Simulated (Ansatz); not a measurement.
Rows from a G0W0 calculation on ZnHOF (Pnma) (Ansatz 0.2.0; G0W0 on PBE, plane waves, PAW; PAW set soft_1; 2×4×4 mesh, 690 empty bands, screening to 160 eV, PAW set soft_1 files), in eV. Spin-orbit coupling is left out.

```tsv
row	k	band	start	Σx	Σc at the solution	Vxc
A	Γ	v2	4.612	-33.400	5.230	-26.535
B	Γ	c1	7.408	-9.541	-3.581	-14.095
C	Γ	v1	4.682	-33.404	5.214	-26.577
D	Γ	c2	9.726	-11.691	-3.607	-16.557
E	Γ	v3	4.350	-35.486	5.624	-28.096
F	Γ	c3	10.134	-11.674	-3.672	-16.625
```

Work out each quasiparticle level and how far it moved.

The quasiparticle equation reads E = start + Σx + Σc(E) − Vxc.

```tsv
row	E (eV)	shift (eV)
A	2.977	−1.635
B	8.380	+0.972
C	3.070	−1.612
D	10.986	+1.259
E	2.584	−1.765
F	11.413	+1.279
```

The gap over the computed points goes from 2.73 eV to 5.31 eV.

Limits: not at the basis limit; d shell near the gap, gap tends to lie low; coarse k mesh.

[Paths, hosts, dates, memory and timing lines, banners, echoed tables and standing remarks are left out of the program output.]

[Logs are printed without paths, hosts, clocks, repeated set-up lines and the standing remarks that a program may print on its own settings, such as how far it seeks lower states.]

[Runs of the session that timed out or met a known fault of the program may be left out.]

[Cells called generated may have been cut or substituted from an entry of the Crystallography Open Database or the Materials Project.]

[Hosts, paths, dates, database ids (printed as entryN), source tags and the programs' standing remarks are cut or masked in the printed files.]
